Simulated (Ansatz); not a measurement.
# Na on Ag(111): change of the work function

How does Na on the fcc site change the work function of Ag(111) as the layer fills?

Method: plane-wave DFT, PBE, Ansatz PAW, in Ansatz 0.2.0.

**1. Starting point**

The cell holds 4 atoms: 4 Ag. Its edges and angles: a = 2.892 Å, b = 2.892 Å, c = 25.084 Å, α = 90.0°, β = 90.0°, γ = 60.0°. Vacuum lies along c.

As a file:

```cif
data_structure
_symmetry_space_group_name_H-M 'P 1'
_symmetry_Int_Tables_number 1
_cell_length_a 2.8921
_cell_length_b 2.8921
_cell_length_c 25.0841
_cell_angle_alpha 90.000
_cell_angle_beta 90.000
_cell_angle_gamma 60.000
_cell_volume 181.70
loop_
_atom_site_label
_atom_site_type_symbol
_atom_site_fract_x
_atom_site_fract_y
_atom_site_fract_z
_atom_site_occupancy
Ag1 Ag 0.00000 0.00000 0.35879 1
Ag2 Ag 0.33333 0.33333 0.45293 1
Ag3 Ag 0.66667 0.66667 0.54707 1
Ag4 Ag 0.00000 0.00000 0.64121 1
```

**2. The clean slab**

The bare slab comes first, as the zero from which every change is counted. The two lowest layers are held at bulk places and the upper ones relax. The dipole correction removes the false field that a one-sided slab makes across the periodic vacuum, so each face gets a flat vacuum level of its own.

input.yaml

```yaml
crystal:
  lattice:
    - [2.8920667351, 0.0, 0.0]
    - [1.4460333675, 2.504603262, 0.0]
    - [0.0, 0.0, 25.084087803]
  atoms:
    - { symbol: Ag, position: [0.0, 0.0, 0.3587931947] }
    - { symbol: Ag, position: [0.3333333333, 0.3333333333, 0.4529310649] }
    - { symbol: Ag, position: [0.6666666667, 0.6666666667, 0.5470689351] }
    - { symbol: Ag, position: [0.0, 0.0, 0.6412068053] }
kpoints:
  mp_grid: { grid: [12, 12, 1] }
hamiltonian:
  xc: pbe
scf:
  occupations: { method: fermi_dirac, width: 0.1 }
  convergence: { dr2_threshold: 1.0e-08 }
efield:
  axis: 3
  dipole_correction: true
  ramp_position: 0.97
  ramp_width: 0.06
relax:
  f_tol: 0.02
  max_steps: 60
  constraints: [{ sites: [0, 1] }]
output:
  write_potential: true
  write_density: true
  volumetric_format: npy
```

The run is started by

```console
$ ansatz run input.yaml --threads 4 --pin off --max-ram 16384MiB --backend cpu --events-out ev --progress --plain --runs-dir out
```

Numbers of over 12 decimals in the logs are rounded to 6 here.

Log:

```text
Engine: ansatz 0.2.0, aarch64-unknown-linux-gnu
Pseudopotentials: kind: paw
Pseudopotential: Ag, paw, valence charge 19, recommended cutoff 420 eV (normal), Ag.paw.azcp
Functional definition: PBE
  parameter kappa = 0.804
  parameter beta = 0.066725
  exchange = pbe_x(kappa = kappa, mu = beta*pi^2/3)
  correlation = pbe_c(beta = beta)
Crystal: 4 atoms, lattice volume = 181.696 Å³
Basis set: ecut = 420 eV, 3551 PW (Γ), exchange–correlation on 40×40×360 points (8 copies of the dense FFT grid, shifted against one another)
Bands: 46, of which v1, the nominal top of the filled ones, is band 38 counted from 1 (37 counted from 0)
Symmetry: 6 space group operations
k-points: 19 of 144 (time reversal used)
Non-local potential: Ag, projectors of the file, l = 0: 3, l = 1: 2, l = 2: 2, l = 3: 1
PAW form: soft (Blöchl's): semilocal exchange-correlation on the pseudo side does not see the compensation charge
PAW one-centre angular grid: Ag, 590 points (default); XC on 64 Gauss nodes
Initial density: superposition of atomic densities (neutral atoms: chi_scale 0, normalization atom), corrected by the library's trained network
Initial wavefunctions: pseudopotential atomic-orbital guess
Functional: x = pbe(κ = 0.804, μ = 0.219515), c = pbe(β = 0.066725)
SCF iter   1: F=—  HF=-30361.536039 eV  |F-HF|=—  |Δ(HF+E_count)|=         —  Δρ=1.43e-3  dr2=2.13e-2  ethr=1.77e-3  p=0.000 e·Å  D=4.57e-14 V/Å  ΔV_dip=-0.00 eV  dr2_dipole=1.51e-9  V_vac-E_F(+/−)=4.39/4.39 eV  ⟨swp⟩=7.4  Hψ=3672  notcnv=0  defer=12
efield: sawtooth ramp at fractional position 0.9700 (set: `efield.ramp_position`, or a place that a band, a saddle search or an elastic batch's reference lends), width 0.0600; the density the first Hamiltonian is built on has a dipole p = 0.000 e·Å; the dipole correction subtracts the counter field D = 4.57e-14 V/Å, which shifts the + side's vacuum level by -0.00 eV against the − side's; the planar-averaged density in the ramp window peaks in size at 3.3e-6 e/Å³
preconditioner: auto → LDOS  [metal: Δε(μ)=0.132 eV  Ē_g=9.346 eV  σ=0.100 eV  W_gap=0.32  n_scr=18 (ndim 8)  ℏωp=18.3 eV  f_vac=0.583  D(μ)=0.82/eV (n_scr^D=6)  β→1.0]
SCF iter   2: F=—  HF=-30361.540494 eV  |F-HF|=—  |Δ(HF+E_count)|=   4.46e-3  Δρ=1.71e-3  dr2=1.09e-2  ethr=2.80e-5  p=-0.000 e·Å  D=-9.70e-6 V/Å  ΔV_dip=0.00 eV  dr2_dipole=2.60e-10  V_vac-E_F(+/−)=4.43/4.43 eV  ⟨swp⟩=2.2  Hψ=1740  notcnv=0  defer=25
SCF iter   3: F=—  HF=-30361.538916 eV  |F-HF|=—  |Δ(HF+E_count)|=   1.58e-3  Δρ=5.15e-4  dr2=3.95e-4  ethr=1.43e-5  p=-0.000 e·Å  D=-2.40e-6 V/Å  ΔV_dip=0.00 eV  dr2_dipole=6.36e-10  V_vac-E_F(+/−)=4.45/4.45 eV  ⟨swp⟩=2.0  Hψ=1312  notcnv=0  defer=25
SCF iter   4: F=—  HF=-30361.538833 eV  |F-HF|=—  |Δ(HF+E_count)|=   8.26e-5  Δρ=7.08e-5  dr2=1.22e-5  ethr=5.20e-7  p=-0.000 e·Å  D=-1.66e-6 V/Å  ΔV_dip=0.00 eV  dr2_dipole=2.09e-10  V_vac-E_F(+/−)=4.45/4.45 eV  ⟨swp⟩=3.2  Hψ=1672  notcnv=0  defer=25
SCF iter   5: F=—  HF=-30361.538818 eV  |F-HF|=—  |Δ(HF+E_count)|=   1.50e-5  Δρ=2.65e-5  dr2=1.77e-6  ethr=1.60e-8  p=-0.000 e·Å  D=-4.26e-8 V/Å  ΔV_dip=0.00 eV  dr2_dipole=2.43e-12  V_vac-E_F(+/−)=4.45/4.45 eV  ⟨swp⟩=2.6  Hψ=1527  notcnv=0  defer=25
SCF iter   6: F=—  HF=-30361.538866 eV  |F-HF|=—  |Δ(HF+E_count)|=   4.84e-5  Δρ=9.20e-6  dr2=1.40e-7  ethr=2.33e-9  p=0.000 e·Å  D=9.11e-8 V/Å  ΔV_dip=-0.00 eV  dr2_dipole=3.10e-13  V_vac-E_F(+/−)=4.46/4.46 eV  ⟨swp⟩=2.1  Hψ=1220  notcnv=0  defer=25
SCF iter   7: F=—  HF=-30361.538866 eV  |F-HF|=—  |Δ(HF+E_count)|=   3.56e-8  Δρ=3.14e-6  dr2=2.09e-8  ethr=1.84e-10  p=0.000 e·Å  D=3.63e-8 V/Å  ΔV_dip=-0.00 eV  dr2_dipole=4.86e-13  V_vac-E_F(+/−)=4.46/4.46 eV  ⟨swp⟩=2.4  Hψ=1593  notcnv=0  defer=25
SCF iter   8: F=-30361.538866 eV  HF=-30361.538866 eV  |F-HF|=2.70e-9  |Δ(HF+E_count)|=   5.37e-9  Δρ=6.78e-7  dr2=5.63e-10  ethr=1.32e-11  p=-0.000 e·Å  D=-3.59e-9 V/Å  ΔV_dip=0.00 eV  dr2_dipole=3.26e-14  V_vac-E_F(+/−)=4.46/4.46 eV  ⟨swp⟩=8.7  Hψ=5215  notcnv=0
SCF 1 converged in 8 iterations: F = -30361.538866 eV  dr2 = 5.63e-10
  greatest PAW one-centre occupation: 1.000 electrons in one spin orbital (limit 2), on the Ag atom at site 1 (counted from 0), in its partial waves of l = 0
relax step   1: F+E_penalty+E_count = -30361.53886649 eV  Δ(F+E_penalty+E_count) = +0.000e0 eV  max|allowed force component| = 1.394e-1 eV/Å  Δτ_max = 0.0000 Å  (8 SCF iters, accepted)
Initial density: handed on by an earlier stage of this run
Initial wavefunctions: those handed on with the density
iter 1 solved again at ethr=1.65e-5 eV; its pass at ethr=3.10e-3 eV (dr2=1.25e-2 eV) is discarded
SCF iter   1: F=—  HF=-30361.545693 eV  |F-HF|=—  |Δ(HF+E_count)|=         —  Δρ=2.56e-3  dr2=1.12e-2  ethr=1.65e-5  p=-0.000 e·Å  D=-2.39e-8 V/Å  ΔV_dip=0.00 eV  dr2_dipole=8.08e-5  V_vac-E_F(+/−)=4.45/4.45 eV  ⟨swp⟩=2.0  Hψ=3443  notcnv=0  defer=33
efield: sawtooth ramp at fractional position 0.9700 (set: `efield.ramp_position`, or a place that a band, a saddle search or an elastic batch's reference lends), width 0.0600; the density the first Hamiltonian is built on has a dipole p = -0.000 e·Å; the dipole correction subtracts the counter field D = -2.39e-8 V/Å, which shifts the + side's vacuum level by +0.00 eV against the − side's; the planar-averaged density in the ramp window peaks in size at 6.5e-7 e/Å³
preconditioner: auto → LDOS  [metal: Δε(μ)=0.209 eV  Ē_g=9.267 eV  σ=0.100 eV  W_gap=0.48  n_scr=18 (ndim 8)  ℏωp=18.3 eV  f_vac=0.579  D(μ)=0.92/eV (n_scr^D=6)  β→1.0]
SCF iter   2: F=—  HF=-30361.545710 eV  |F-HF|=—  |Δ(HF+E_count)|=   1.70e-5  Δρ=2.20e-3  dr2=1.62e-2  ethr=1.47e-5  p=0.001 e·Å  D=1.26e-3 V/Å  ΔV_dip=-0.03 eV  dr2_dipole=1.53e-3  V_vac-E_F(+/−)=4.40/4.43 eV  ⟨swp⟩=2.1  Hψ=1485  notcnv=0  defer=33
SCF iter   3: F=—  HF=-30361.542220 eV  |F-HF|=—  |Δ(HF+E_count)|=   3.49e-3  Δρ=4.16e-4  dr2=3.20e-4  ethr=1.47e-5  p=-0.002 e·Å  D=-1.87e-3 V/Å  ΔV_dip=0.05 eV  dr2_dipole=4.02e-5  V_vac-E_F(+/−)=4.49/4.44 eV  ⟨swp⟩=2.0  Hψ=1399  notcnv=0  defer=33
SCF iter   4: F=—  HF=-30361.542196 eV  |F-HF|=—  |Δ(HF+E_count)|=   2.40e-5  Δρ=2.30e-4  dr2=1.11e-4  ethr=4.21e-7  p=-0.001 e·Å  D=-1.01e-3 V/Å  ΔV_dip=0.03 eV  dr2_dipole=2.24e-7  V_vac-E_F(+/−)=4.47/4.44 eV  ⟨swp⟩=2.2  Hψ=1528  notcnv=0  defer=33
SCF iter   5: F=—  HF=-30361.542168 eV  |F-HF|=—  |Δ(HF+E_count)|=   2.84e-5  Δρ=3.25e-5  dr2=3.43e-6  ethr=1.46e-7  p=-0.001 e·Å  D=-1.14e-3 V/Å  ΔV_dip=0.03 eV  dr2_dipole=7.57e-7  V_vac-E_F(+/−)=4.47/4.44 eV  ⟨swp⟩=2.0  Hψ=1327  notcnv=0  defer=33
SCF iter   6: F=—  HF=-30361.542212 eV  |F-HF|=—  |Δ(HF+E_count)|=   4.44e-5  Δρ=1.26e-5  dr2=3.00e-7  ethr=4.51e-9  p=-0.001 e·Å  D=-1.17e-3 V/Å  ΔV_dip=0.03 eV  dr2_dipole=8.95e-9  V_vac-E_F(+/−)=4.47/4.44 eV  ⟨swp⟩=2.0  Hψ=1297  notcnv=0  defer=33
SCF iter   7: F=—  HF=-30361.542212 eV  |F-HF|=—  |Δ(HF+E_count)|=   9.42e-8  Δρ=3.85e-6  dr2=3.53e-8  ethr=3.94e-10  p=-0.001 e·Å  D=-1.17e-3 V/Å  ΔV_dip=0.03 eV  dr2_dipole=3.57e-12  V_vac-E_F(+/−)=4.47/4.44 eV  ⟨swp⟩=2.0  Hψ=1501  notcnv=0  defer=33
SCF iter   8: F=-30361.542212 eV  HF=-30361.542212 eV  |F-HF|=3.05e-9  |Δ(HF+E_count)|=   2.53e-8  Δρ=8.96e-7  dr2=1.20e-9  ethr=1.32e-11  p=-0.001 e·Å  D=-1.16e-3 V/Å  ΔV_dip=0.03 eV  dr2_dipole=2.29e-11  V_vac-E_F(+/−)=4.47/4.44 eV  ⟨swp⟩=9.0  Hψ=5321  notcnv=0
SCF 2 converged in 8 iterations: F = -30361.542212 eV  dr2 = 1.20e-9
relax step   2: F+E_penalty+E_count = -30361.54221216 eV  Δ(F+E_penalty+E_count) = -3.346e-3 eV  max|allowed force component| = 5.879e-2 eV/Å  Δτ_max = 0.1208 Å  (8 SCF iters, accepted)
SCF iter   1: F=—  HF=-30361.543977 eV  |F-HF|=—  |Δ(HF+E_count)|=         —  Δρ=9.71e-4  dr2=1.77e-3  ethr=2.01e-5  p=-0.001 e·Å  D=-1.16e-3 V/Å  ΔV_dip=0.03 eV  dr2_dipole=5.25e-5  V_vac-E_F(+/−)=4.48/4.45 eV  ⟨swp⟩=3.8  Hψ=2048  notcnv=0  defer=33
efield: sawtooth ramp at fractional position 0.9700 (set: `efield.ramp_position`, or a place that a band, a saddle search or an elastic batch's reference lends), width 0.0600; the density the first Hamiltonian is built on has a dipole p = -0.001 e·Å; the dipole correction subtracts the counter field D = -1.16e-3 V/Å, which shifts the + side's vacuum level by +0.03 eV against the − side's; the planar-averaged density in the ramp window peaks in size at 7.8e-7 e/Å³
preconditioner: auto → LDOS  [metal: Δε(μ)=0.206 eV  Ē_g=9.288 eV  σ=0.100 eV  W_gap=0.47  n_scr=18 (ndim 8)  ℏωp=18.3 eV  f_vac=0.581  D(μ)=0.89/eV (n_scr^D=6)  β→1.0]
SCF iter   2: F=—  HF=-30361.544031 eV  |F-HF|=—  |Δ(HF+E_count)|=   5.33e-5  Δρ=9.28e-4  dr2=2.53e-3  ethr=2.33e-6  p=-0.002 e·Å  D=-1.70e-3 V/Å  ΔV_dip=0.04 eV  dr2_dipole=3.84e-5  V_vac-E_F(+/−)=4.50/4.46 eV  ⟨swp⟩=2.7  Hψ=1897  notcnv=0  defer=33
SCF iter   3: F=—  HF=-30361.543457 eV  |F-HF|=—  |Δ(HF+E_count)|=   5.73e-4  Δρ=1.90e-4  dr2=6.10e-5  ethr=2.33e-6  p=-0.001 e·Å  D=-6.14e-4 V/Å  ΔV_dip=0.02 eV  dr2_dipole=4.87e-6  V_vac-E_F(+/−)=4.47/4.45 eV  ⟨swp⟩=2.0  Hψ=1396  notcnv=0  defer=33
SCF iter   4: F=—  HF=-30361.543444 eV  |F-HF|=—  |Δ(HF+E_count)|=   1.35e-5  Δρ=8.92e-5  dr2=1.40e-5  ethr=8.03e-8  p=-0.001 e·Å  D=-8.67e-4 V/Å  ΔV_dip=0.02 eV  dr2_dipole=8.57e-9  V_vac-E_F(+/−)=4.47/4.45 eV  ⟨swp⟩=2.5  Hψ=1546  notcnv=0  defer=33
SCF iter   5: F=—  HF=-30361.543441 eV  |F-HF|=—  |Δ(HF+E_count)|=   2.96e-6  Δρ=1.46e-5  dr2=9.74e-7  ethr=1.84e-8  p=-0.001 e·Å  D=-8.27e-4 V/Å  ΔV_dip=0.02 eV  dr2_dipole=2.55e-7  V_vac-E_F(+/−)=4.47/4.45 eV  ⟨swp⟩=2.0  Hψ=1332  notcnv=0  defer=33
SCF iter   6: F=—  HF=-30361.543462 eV  |F-HF|=—  |Δ(HF+E_count)|=   2.13e-5  Δρ=4.76e-6  dr2=6.36e-8  ethr=1.28e-9  p=-0.001 e·Å  D=-8.00e-4 V/Å  ΔV_dip=0.02 eV  dr2_dipole=9.83e-9  V_vac-E_F(+/−)=4.47/4.45 eV  ⟨swp⟩=2.0  Hψ=1200  notcnv=0  defer=33
SCF iter   7: F=—  HF=-30361.543462 eV  |F-HF|=—  |Δ(HF+E_count)|=   2.79e-8  Δρ=1.89e-6  dr2=1.05e-8  ethr=1.32e-11  p=-0.001 e·Å  D=-7.97e-4 V/Å  ΔV_dip=0.02 eV  dr2_dipole=1.56e-11  V_vac-E_F(+/−)=4.47/4.45 eV  ⟨swp⟩=9.1  Hψ=5612  notcnv=0
SCF iter   8: F=-30361.543462 eV  HF=-30361.543462 eV  |F-HF|=1.14e-9  |Δ(HF+E_count)|=   4.16e-9  Δρ=4.66e-7  dr2=2.72e-10  ethr=1.32e-11  p=-0.001 e·Å  D=-7.96e-4 V/Å  ΔV_dip=0.02 eV  dr2_dipole=1.28e-13  V_vac-E_F(+/−)=4.47/4.45 eV  ⟨swp⟩=8.2  Hψ=5047  notcnv=0
SCF 3 converged in 8 iterations: F = -30361.543462 eV  dr2 = 2.72e-10
relax step   3: F+E_penalty+E_count = -30361.54346218 eV  Δ(F+E_penalty+E_count) = -1.250e-3 eV  max|allowed force component| = 3.526e-3 eV/Å  Δτ_max = 0.0437 Å  (8 SCF iters, accepted)
NSCF: frozen V_eff on 19 k-points
the band table was solved once a step of the walk had ended and its energy, with any forces and stress, was formed, with the checks that follow a solve (4634 applications of the Hamiltonian). They found nothing against the state; the energy, forces and stress were not computed again (output.eigenvalues in the input reference)
SCF converged after 8 iterations
Free energy (F): -30361.543462 eV
Harris-Foulkes:  -30361.543462 eV  (|F-HF|=1.14e-9)
Internal energy: -30361.511446 eV  (E = F + TS)
E sigma→0 (E₀):  -30361.527454 eV
Entropy (-TS):   -0.032016 eV (-8.004 meV/atom)
Fermi energy:    3.774940 eV
Dipole field:    D = -0.000797 V/Å  (p = -0.000800 e·Å, saw-weighted, corrected)
Work function:   Φ+ = 4.4694 eV   Φ− = 4.4494 eV
Levels:          The Fermi level and band energies are counted from a zero that moves with the ramp; work functions are not
--- Per-component energies (eV) ---
  E_band       = -1960.547772
  E_kinetic    = 2109.099074
  E_local      = -128020.276721  (includes V_loc(G=0)·N_el)
  E_nonlocal   = 320.756909
  E_hartree    = 63107.808712
  E_xc         = -738.272181
  E_vxc        = -937.843934  (∫ρ·V_xc dr)
  E_paw        = -15609.056264  (= ΣΔE_a)
  E_vpaw       = -1647.903651  (= ΣTr[D̂ρ^β])
  E_aug_tail   = 0.001306  (compensation charges beyond the density's cutoff)
  E_efield     = 0.000000  (sawtooth field / dipole correction)
  E_vefield    = 0.001582  (∫n·V_field dr)
  E_ewald      = 48468.427718
  E_smearing   = -0.032016  (= −TS)
  E_closure    = -0.000000  (closes the sum)
  Σ components = -30361.543462   (vs F -30361.543462, Δ=0.00e0)
--- Forces (eV/Å), atoms counted from 1 ---
  atom   1  Ag    -0.00000000     0.00000000    -0.13252267
  atom   2  Ag     0.00000000    -0.00000000     0.12981901
  atom   3  Ag    -0.00000000    -0.00000000     0.00352623
  atom   4  Ag    -0.00000000     0.00000000    -0.00082127
  max |Σ_I F_I| component: 1.31e-6 eV/Å
--- Band table (eV; the first three rows and the last of 19) ---
  k-point 0: bands = [... 34 lower, 0.3804, 0.4880, 0.4880, 0.7234, 0.7234, 2.7357, 3.9494, 7.7601, ... 4 higher]
  k-point 1: bands = [... 34 lower, 0.3192, 0.4035, 0.4876, 0.7293, 1.0045, 3.0032, 4.3438, 7.8970, ... 4 higher]
  k-point 2: bands = [... 34 lower, 0.1786, 0.4121, 0.4831, 0.7430, 1.5725, 3.6517, 5.3129, 8.3086, ... 4 higher]
  k-point 18: bands = [... 34 lower, 0.6631, 0.6714, 7.1502, 7.3285, 7.3357, 8.0731, 8.0825, 8.4313, ... 4 higher]
--- Relaxed structure (3 steps of the walk, 3 accepted, 0 SCFs on fresh bases) ---
  F+E_penalty+E_count = -30361.54346218 eV   max|allowed force component| = 3.526e-3 eV/Å
  atoms:
    - { symbol: Ag, position: [0.0, 0.0, 0.3587931947] }
    - { symbol: Ag, position: [0.333333, 0.333333, 0.452931] }
    - { symbol: Ag, position: [0.666667, 0.666667, 0.548158] }
    - { symbol: Ag, position: [2.5445411143007138e-18, -1.1400014308197316e-18, 0.644283] }
```

It took 10 s on 4 threads of Arm Neoverse V1, shared host; peak memory 0.51 GiB.

The steps of the relaxation:

```
step  energy less that of the first step (eV)  largest force component (eV/Å)
   1                                   0.0000                          0.1394
   2                                  -0.0033                          0.0588
   3                                  -0.0046                          0.0035
```

Forces are held to the 6 operations that the run works with; a distortion that breaks them can't arise in this run.

The atoms that moved most (Å):

```
atom     dx     dy     dz  length
 Ag4  0.000  0.000  0.077   0.077
 Ag3  0.000  0.000  0.027   0.027
```

Final coordinates:

```cif
data_structure
_symmetry_space_group_name_H-M 'P 1'
_symmetry_Int_Tables_number 1
_cell_length_a 2.8921
_cell_length_b 2.8921
_cell_length_c 25.0841
_cell_angle_alpha 90.000
_cell_angle_beta 90.000
_cell_angle_gamma 60.000
_cell_volume 181.70
loop_
_atom_site_label
_atom_site_type_symbol
_atom_site_fract_x
_atom_site_fract_y
_atom_site_fract_z
_atom_site_occupancy
Ag1 Ag 0.00000 0.00000 0.35879 1
Ag2 Ag 0.33333 0.33333 0.45293 1
Ag3 Ag 0.66667 0.66667 0.54816 1
Ag4 Ag 0.00000 0.00000 0.64428 1
```

This step gave:

```
energy at zero smearing   : -30361.5275 eV
work function, upper face : 4.469 eV
dipole along the normal   : -8.00e-4 e·Å
```

Running mean over 2.361 Å of the planar mean; the ramp of the sawtooth is left out. Table of electron's electrostatic potential energy less the Fermi level by z:

z (Å), electron's electrostatic potential energy less the Fermi level (eV) and a bar from the least value:
```
      3.5       4.45 ##############################
      4.0       4.45 ##############################
      4.5       4.45 ##############################
      5.0       4.44 ##############################
      5.5       4.43 ##############################
      6.0       4.38 ##############################
      6.5       4.19 #############################
      7.0       3.48 ###########################
      7.5       1.20 #####################
      8.0      -2.25 ###########
      8.5      -4.95 ###
      9.0      -5.85 #
      9.5      -6.00 
     10.0      -6.03 
     10.5      -6.04 
     11.0      -6.05 
     11.5      -6.03 
     12.0      -5.92 
     12.5      -5.85 #
     13.0      -5.89 
     13.5      -5.99 
     14.0      -5.97 
     14.5      -5.78 #
     15.0      -5.68 #
     15.5      -5.78 #
     16.0      -5.86 #
     16.5      -5.38 ##
     17.0      -3.28 ########
     17.5       0.15 ##################
     18.0       2.97 ##########################
     18.5       4.08 #############################
     19.0       4.36 ##############################
     19.5       4.44 ##############################
     20.0       4.46 ##############################
     20.5       4.47 ##############################
     21.0       4.47 ##############################
     21.5       4.47 ##############################
     22.0       4.47 ##############################
```

The relaxation took 3 steps and lowered the energy by 0.0046 eV; the largest force on the free atoms ends at 0.0035 eV/Å.

The work function of the upper face is 4.47 eV.

(Continued in part 2 of 4.)

[Logs are printed without paths, hosts, clocks, repeated set-up lines and the standing remarks that a program may print on its own settings, such as how far it seeks lower states.]

[Hosts, paths, dates, database ids (printed as entryN), source tags and the programs' standing remarks are cut or masked in the printed files.]

[Maps of the electrostatic potential energy from Ansatz leave out the sawtooth potential of an applied field or a dipole correction, so their vacuum need not be flat; planar profiles and work functions include it.]
